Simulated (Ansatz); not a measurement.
# NaCuBr3 (cubic perovskite) (Pm-3m): how robust is the cRPA U?

Wanted: the sensitivity and cost of U and J for NaCuBr3 (cubic perovskite) (Pm-3m).

Main program and level: Ansatz 0.2.0; constrained RPA on PBEsol, plane waves, PAW.

The structure was built from a prototype and need not be the compound's stable phase.

## 1. The structure

Symmetry: Pm-3m, No. 221, cubic system. Conventional cell: a = 5.013 Å, b = 5.013 Å, c = 5.013 Å, α = 90.00°, β = 90.00°, γ = 90.00°. Na has 12 Br at 3.54 Å nearest. Nearest to Cu lie 6 Br at 2.51 Å. Nearest to Br lie 2 Cu at 2.51 Å and 4 Na at 3.54 Å. Farther neighbours and most contacts between anions are not listed.

The structure was relaxed with PBEsol. The structure type comes from a generator and need not be one that this composition takes. The structure was generated from a model, not taken from a measurement. The runs that relaxed it are not among those shown. The program's search for lower electronic states was switched off, so nothing shows that the state found is the lowest. The default PAW set here is soft_2. Its files were made with PBE.

## 2. Base: Cu d + anion p, bands v14 to v1, 4×4×4 mesh, medium accuracy

Constrained RPA screens the interaction with every transition except those inside the target bands, which a later many-body model would treat itself.

input.yaml

```yaml
crystal:
  lattice:
    - [0.0, -5.01272571, 0.0]
    - [0.0, 0.0, 5.01272571]
    - [-5.01272571, 0.0, 0.0]
  atoms:
    - { symbol: Na, position: [0.0, 0.0, 0.0] }
    - { symbol: Cu, position: [0.5, 0.5, 0.5] }
    - { symbol: Br, position: [0.5, 0.5, 0.0] }
    - { symbol: Br, position: [0.5, 0.0, 0.5] }
    - { symbol: Br, position: [0.0, 0.5, 0.5] }
kpoints:
  mp_grid: { grid: [6, 6, 6] }
hamiltonian:
  xc: pbesol
scf:
  occupations: { method: gaussian, width: 0.08 }
  n_extra_bands: 19
  max_iter: 150
  lower_state_search: "off"
output:
  crpa:
    kmesh: [4, 4, 4]
    target_bands: [v14, v1]
    projections: [{ species: Cu, l: d, shell: 3 }, { species: Br, l: p, shell: 4 }]
  local_orbitals:
    kmesh: [8, 8, 8]
    orbitals: [{ species: Cu, l: d, shell: 3 }, { species: Br, l: p, shell: 4 }]
    window: { bands: [v14, v1] }
    seedname: lo
```

On the command line:

```sh
> ansatz run input.yaml --threads 4 --pin off --max-ram 9216MiB --backend cpu --events-out ev --progress --plain --runs-dir out
```

Numbers of over 12 decimals in the logs are rounded to 6 here.

What it wrote:

```text
scf.n_extra_bands = 19 over 25 filled bands (N_el = 49.0): the run solves 44 bands
Engine: ansatz 0.2.0, x86_64-unknown-linux-gnu
Pseudopotentials: kind: paw
Pseudopotential: Na, paw, valence charge 9, recommended cutoff 420 eV (normal), Na.paw.azcp
Pseudopotential: Cu, paw, valence charge 19, recommended cutoff 420 eV (normal), Cu.paw.azcp
Pseudopotential: Br, paw, valence charge 7, recommended cutoff 420 eV (normal), Br.paw.azcp
Functional definition: PBEsol
  exchange = pbesol_x
  correlation = pbesol_c
Crystal: 5 atoms, lattice volume = 125.957 Å³
Basis set: ecut = 420 eV, 2517 PW (Γ)
Bands: 44, of which v1, the nominal top of the filled ones, is band 25 counted from 1 (24 counted from 0)
Symmetry: 48 space group operations
Space group: Pm-3m (ITA 221), of the structure as read, at distance tolerance 5.0e-5 Å
k-points: 20 of 216
Non-local potential: Na, projectors of the file, l = 0: 3, l = 1: 2, l = 2: 1
Non-local potential: Cu, projectors of the file, l = 0: 3, l = 1: 2, l = 2: 3, l = 3: 1
Non-local potential: Br, projectors of the file, l = 0: 2, l = 1: 2, l = 2: 2
PAW form: soft (Blöchl's): semilocal exchange-correlation on the pseudo side does not see the compensation charge
PAW frozen core: Na, regenerated for the run's functional, and the local potential with it (the file was generated under x = pbe(κ = 0.804, μ = 0.219515), c = pbe(β = 0.066725))
PAW frozen core: Cu, regenerated for the run's functional, and the local potential with it (the file was generated under x = pbe(κ = 0.804, μ = 0.219515), c = pbe(β = 0.066725))
PAW frozen core: Br, regenerated for the run's functional, and the local potential with it (the file was generated under x = pbe(κ = 0.804, μ = 0.219515), c = pbe(β = 0.066725))
PAW one-centre angular grid: Na, 110 points (default); XC on 64 Gauss nodes
PAW one-centre angular grid: Cu, 590 points (default); XC on 64 Gauss nodes
PAW one-centre angular grid: Br, 110 points (default); XC on 64 Gauss nodes
Initial density: superposition of atomic densities (neutral atoms: chi_scale 0, normalization atom), corrected by the library's trained network
Initial wavefunctions: pseudopotential atomic-orbital guess
Functional: x = pbesol(κ = 0.804, μ = 0.123457), c = pbesol(β = 0.046)
SCF iter   1: F=—  HF=-16277.549579 eV  |F-HF|=—  |Δ(HF+E_count)|=         —  Δρ=4.61e-3  dr2=1.68e-2  ethr=1.77e-3  ⟨swp⟩=6.4  Hψ=4318  notcnv=0  defer=131
preconditioner: auto → LDOS  [metal: Δε(μ)=0.038 eV  Ē_g=14.283 eV  σ=0.080 eV  W_gap=0.25  n_scr=26 (ndim 8)  ℏωp=19.0 eV  f_vac=0.093  D(μ)=3.59/eV (n_scr^D=26)  β→1.0]
SCF iter   2: F=—  HF=-16277.548924 eV  |F-HF|=—  |Δ(HF+E_count)|=   6.56e-4  Δρ=2.83e-3  dr2=4.61e-3  ethr=3.43e-5  ⟨swp⟩=2.4  Hψ=1624  notcnv=0  defer=198
[...]
Fermi energy:    4.331982 eV
--- Per-component energies (eV) ---
  E_band       = -828.526723
  E_kinetic    = 819.908275
  E_local      = -8538.919053  (includes V_loc(G=0)·N_el)
  E_nonlocal   = 724.954915
  E_hartree    = 3585.902109
  E_xc         = -910.416954
  E_vxc        = -474.570561  (∫ρ·V_xc dr)
  E_paw        = -8493.058799  (= ΣΔE_a)
  E_vpaw       = -531.714576  (= ΣTr[D̂ρ^β])
  E_aug_tail   = 0.000329  (compensation charges beyond the density's cutoff)
  E_ewald      = -3466.443670
  E_core_change = 0.537707  (= ΣΔE_core)
  E_smearing   = -0.011534  (= −TS)
  E_closure    = -0.000000  (closes the sum)
  Σ components = -16277.546675   (vs F -16277.546675, Δ=0.00e0)
--- Band table (eV; the first three rows and the last of 20) ---
  k-point 0: bands = [... 21 lower, 2.7978, 3.2186, 3.2186, 3.2186, 5.7326, 7.1051, 10.6569, 10.6569, ... 15 higher]
  k-point 1: bands = [... 21 lower, 2.8402, 2.9823, 3.1882, 3.1882, 6.3105, 7.5935, 10.6464, 11.0882, ... 15 higher]
  k-point 2: bands = [... 21 lower, 2.9227, 2.9227, 3.1216, 3.1216, 7.6106, 8.7198, 10.2607, 11.9674, ... 15 higher]
  k-point 19: bands = [... 21 lower, 3.8618, 3.8618, 5.0387, 5.0387, 7.6074, 9.8599, 9.8599, 9.8599, ... 15 higher]
--- cRPA (band scheme, projected local orbitals): target bands 12..25 (1-based), 14 Wannier function(s), 4×4×4 mesh, 50 bands' worth read of 55 solved, ecut_chi 136.0 eV, v(q+G=0) probe_charge, pair densities all_electron ---
  bands read: the sum over 50 bands ends inside a degenerate multiplet in 2 slots, whose members it reads at an even weight; the widest, k=0: bands 49 to 51 (counted from 1) at 2/3 each
  χ-basis size per q: N_G = 432..468
  window electrons = 27.0000, filled by tetrahedron_uncorrected; constrained ε̄⁻¹(q = 0, 0) head = 0.288255; min gauge Gram eig = 0.6531
  Kanamori averages over each shell's own Wannier functions (sites counted from 0, functions from 1):
  Each shell's averages of U are screened by what lies outside the whole window alone: parameters of one model of all the shells.
    Site 1, 3D, 5 of 5 d orbitals (Wannier functions 1, 2, 3, 4, 5; wannier90's mr 1, 2, 3, 4, 5):
      screened: U = 8.2266 eV, U' = 6.6699 eV, J = 0.7789 eV
      screened, to within: U = 2.7e-2 eV, U' = 2.7e-2 eV, J = 1.2e-3 eV
      bare: V = 27.1688 eV, V' = 25.2888 eV, J = 0.9383 eV
    Site 2, 4P, 3 of 3 p orbitals (Wannier functions 6, 7, 8; wannier90's mr 1, 2, 3):
      screened: U = 4.7702 eV, U' = 3.8558 eV, J = 0.4260 eV
      screened, to within: U = 6.3e-3 eV, U' = 6.3e-3 eV, J = 7.4e-4 eV
      bare: V = 11.9309 eV, V' = 10.5457 eV, J = 0.6433 eV
    Site 3, 4P, 3 of 3 p orbitals (Wannier functions 9, 10, 11; wannier90's mr 1, 2, 3):
      screened: U = 4.7702 eV, U' = 3.8558 eV, J = 0.4260 eV
      screened, to within: U = 6.3e-3 eV, U' = 6.3e-3 eV, J = 7.4e-4 eV
      bare: V = 11.9309 eV, V' = 10.5457 eV, J = 0.6433 eV
    Site 4, 4P, 3 of 3 p orbitals (Wannier functions 12, 13, 14; wannier90's mr 1, 2, 3):
      screened: U = 4.7702 eV, U' = 3.8558 eV, J = 0.4260 eV
      screened, to within: U = 6.3e-3 eV, U' = 6.3e-3 eV, J = 7.4e-4 eV
      bare: V = 11.9309 eV, V' = 10.5457 eV, J = 0.6433 eV
  Hermiticity witness max|P − P†| over intra, direct and exchange elements: 1.33e-14 eV (screened), 8.88e-16 eV (bare)
  Reality witness max|Im| over intra, direct and exchange elements: 4.54e-8 eV (screened), 3.66e-12 eV (bare)
[key lines of the parts left out:]
SCF converged after 8 iterations
Free energy (F): -16277.546675 eV
```

It took 2.8 min on 4 threads of AMD EPYC 9R45, shared host; peak memory 1.1 GiB.

Reading the cycles: dr2 is the Hartree energy of the density residual (eV), the measure of convergence; HF is the Harris–Foulkes estimate of the energy, which meets the free energy F at convergence.

Numbers from this step:

```yaml
u: 8.227 eV
u_prime_inter_orbital: 6.670 eV
j: 0.7789 eV
bare_v: 27.17 eV
bare_j: 0.9383 eV
stated_bound_on_u: 0.02688 eV
u_over_bare_v: 0.3028
electrons_in_the_window: 27.00
head_of_the_constrained_inverse_dielectric_matrix: 0.2883
least_eigenvalue_of_the_projection_s_overlap: 0.6531
target_functions: 14
bands_in_the_sums: 50
r_m_s_miss_of_the_model_bands: 7.33e-5 eV
width_of_the_target_bands: 7.297 eV
weight_of_the_projected_orbitals_in_the_window: 0.9653
```

On the Cu d shell, screening brings the on-site interaction from 27.2 eV down to U = 8.23 eV.

## 3. Changed: 2×2×2 mesh

input.yaml, the sections that differ from step 2:

```yaml
output:
  crpa:
    kmesh: [2, 2, 2]
    target_bands: [v14, v1]
    projections: [{ species: Cu, l: d, shell: 3 }, { species: Br, l: p, shell: 4 }]
# crystal, kpoints, hamiltonian, scf: as in step 2
```

What it wrote:

```text
[...]
Crystal: 5 atoms, lattice volume = 125.957 Å³
Basis set: ecut = 420 eV, 2517 PW (Γ)
Bands: 44, of which v1, the nominal top of the filled ones, is band 25 counted from 1 (24 counted from 0)
Symmetry: 48 space group operations
[...]
k-points: 20 of 216
[...]
SCF iter   1: F=—  HF=-16277.549579 eV  |F-HF|=—  |Δ(HF+E_count)|=         —  Δρ=4.61e-3  dr2=1.68e-2  ethr=1.77e-3  ⟨swp⟩=6.4  Hψ=4318  notcnv=0  defer=131
[...]
SCF iter   8: F=-16277.546675 eV  HF=-16277.546675 eV  |F-HF|=4.54e-8  |Δ(HF+E_count)|=   1.90e-6  Δρ=8.62e-6  dr2=3.74e-8  ethr=2.04e-10  ⟨swp⟩=10.5  Hψ=4597  notcnv=0
SCF 1 converged in 8 iterations: F = -16277.546675 eV  dr2 = 3.74e-8
[...]
NSCF: frozen V_eff on 4 k-points
[...]
cRPA screening: q 1/8
cRPA screening: q 2/8
cRPA screening: q 5/8 (q-point 4)
cRPA screening: q 8/8
SCF converged after 8 iterations
Free energy (F): -16277.546675 eV
[...]
χ-basis size per q: N_G = 432..468
[...]
screened: U = 8.0339 eV, U' = 6.4762 eV, J = 0.7787 eV
      screened, to within: U = 2.7e-2 eV, U' = 2.7e-2 eV, J = 1.2e-3 eV
      bare: V = 27.1979 eV, V' = 25.3173 eV, J = 0.9385 eV
    Site 2, 4P, 3 of 3 p orbitals (Wannier functions 6, 7, 8; wannier90's mr 1, 2, 3):
      screened: U = 4.6179 eV, U' = 3.6955 eV, J = 0.4296 eV
      screened, to within: U = 5.0e-3 eV, U' = 5.0e-3 eV, J = 6.6e-4 eV
      bare: V = 12.0729 eV, V' = 10.6796 eV, J = 0.6462 eV
    Site 3, 4P, 3 of 3 p orbitals (Wannier functions 9, 10, 11; wannier90's mr 1, 2, 3):
      screened: U = 4.6179 eV, U' = 3.6955 eV, J = 0.4296 eV
      screened, to within: U = 5.0e-3 eV, U' = 5.0e-3 eV, J = 6.6e-4 eV
      bare: V = 12.0729 eV, V' = 10.6796 eV, J = 0.6462 eV
    Site 4, 4P, 3 of 3 p orbitals (Wannier functions 12, 13, 14; wannier90's mr 1, 2, 3):
      screened: U = 4.6179 eV, U' = 3.6955 eV, J = 0.4296 eV
      screened, to within: U = 5.0e-3 eV, U' = 5.0e-3 eV, J = 6.6e-4 eV
      bare: V = 12.0729 eV, V' = 10.6796 eV, J = 0.6462 eV
[...]
[key lines of the parts left out:]
Fermi energy:    4.331982 eV
```

Run time: 14 s. Hardware: 4 threads; peak memory 0.89 GiB.

This step gave:

* U: 8.034 eV
* U prime (inter-orbital): 6.476 eV
* J: 0.7787 eV
* bare V: 27.20 eV
* bare J: 0.9385 eV
* stated bound on U: 0.02619 eV
* U over bare V: 0.2954
* electrons in the window: 27.00
* head of the constrained inverse dielectric matrix: 0.2335
* least eigenvalue of the projection's overlap: 0.6531
* target functions: 14
* bands in the sums: 50
* width of the target bands: 7.297 eV
* weight of the projected orbitals in the window: 0.9653

On the Cu d shell, screening brings the on-site interaction from 27.2 eV down to U = 8.03 eV.

## 4. Changed: sums over states

input.yaml, as its differences from that of step 3:

```diff
@@ -22,4 +22,7 @@
   crpa:
-    kmesh: [2, 2, 2]
+    kmesh: [4, 4, 4]
     target_bands: [v14, v1]
     projections: [{ species: Cu, l: d, shell: 3 }, { species: Br, l: p, shell: 4 }]
+    accuracy: sum_over_states
+    n_empty_bands: 100
+    ecut_chi: 250
```

What it wrote:

```text
[...]
Crystal: 5 atoms, lattice volume = 125.957 Å³
Basis set: ecut = 420 eV, 2517 PW (Γ)
Bands: 44, of which v1, the nominal top of the filled ones, is band 25 counted from 1 (24 counted from 0)
Symmetry: 48 space group operations
[...]
k-points: 20 of 216
[...]
screened: U = 4.8229 eV, U' = 3.8599 eV, J = 0.4484 eV
      bare: V = 11.9309 eV, V' = 10.5457 eV, J = 0.6433 eV
    Site 3, 4P, 3 of 3 p orbitals (Wannier functions 9, 10, 11; wannier90's mr 1, 2, 3):
      screened: U = 4.8229 eV, U' = 3.8599 eV, J = 0.4484 eV
      bare: V = 11.9309 eV, V' = 10.5457 eV, J = 0.6433 eV
    Site 4, 4P, 3 of 3 p orbitals (Wannier functions 12, 13, 14; wannier90's mr 1, 2, 3):
      screened: U = 4.8229 eV, U' = 3.8599 eV, J = 0.4484 eV
      bare: V = 11.9309 eV, V' = 10.5457 eV, J = 0.6433 eV
[...]
[key lines of the parts left out:]
SCF converged after 8 iterations
Free energy (F): -16277.546675 eV
Fermi energy:    4.331982 eV
```

It took 33 s on 4 threads; peak memory 1.1 GiB; 2 min of CPU time.

This variant gives U = 8.43 eV against 8.23 eV. It is a finite sum over empty states with no bound on its error and stays out of the table below.

## 5. Changed: accuracy high

input.yaml, as its differences from that of step 4:

```diff
@@ -25,4 +25,2 @@
     projections: [{ species: Cu, l: d, shell: 3 }, { species: Br, l: p, shell: 4 }]
-    accuracy: sum_over_states
-    n_empty_bands: 100
-    ecut_chi: 250
+    accuracy: high
```

What it wrote:

```text
[...]
Crystal: 5 atoms, lattice volume = 125.957 Å³
Basis set: ecut = 420 eV, 2517 PW (Γ)
Bands: 44, of which v1, the nominal top of the filled ones, is band 25 counted from 1 (24 counted from 0)
Symmetry: 48 space group operations
[...]
k-points: 20 of 216
[...]
screened: U = 4.7709 eV, U' = 3.8561 eV, J = 0.4262 eV
      screened, to within: U = 7.2e-4 eV, U' = 7.2e-4 eV, J = 7.6e-5 eV
      bare: V = 11.9309 eV, V' = 10.5457 eV, J = 0.6433 eV
    Site 4, 4P, 3 of 3 p orbitals (Wannier functions 12, 13, 14; wannier90's mr 1, 2, 3):
      screened: U = 4.7709 eV, U' = 3.8561 eV, J = 0.4262 eV
      screened, to within: U = 7.2e-4 eV, U' = 7.2e-4 eV, J = 7.6e-5 eV
      bare: V = 11.9309 eV, V' = 10.5457 eV, J = 0.6433 eV
[...]
[key lines of the parts left out:]
SCF converged after 8 iterations
Free energy (F): -16277.546675 eV
Fermi energy:    4.331982 eV
```

Elapsed: 5.6 min, on 4 threads; peak memory 1.2 GiB; 21 min of CPU time.

Numbers from this step:

```yaml
u: 8.234 eV
u_prime_inter_orbital: 6.677 eV
j: 0.7790 eV
bare_v: 27.17 eV
bare_j: 0.9383 eV
stated_bound_on_u: 0.002205 eV
u_over_bare_v: 0.3031
electrons_in_the_window: 27.00
head_of_the_constrained_inverse_dielectric_matrix: 0.2883
least_eigenvalue_of_the_projection_s_overlap: 0.6531
target_functions: 14
bands_in_the_sums: 50
width_of_the_target_bands: 7.297 eV
weight_of_the_projected_orbitals_in_the_window: 0.9653
```

On the Cu d shell, screening brings the on-site interaction from 27.2 eV down to U = 8.23 eV.

[end of part 1 of 2]

[Paths, hosts, dates, memory and timing lines, banners, echoed tables and standing remarks are left out of the program output.]

[Logs are printed without paths, hosts, clocks, repeated set-up lines and the standing remarks that a program may print on its own settings, such as how far it seeks lower states.]

[Runs of the session that timed out or met a known fault of the program may be left out.]

[Hosts, paths, dates, database ids (printed as entryN), source tags and the programs' standing remarks are cut or masked in the printed files.]
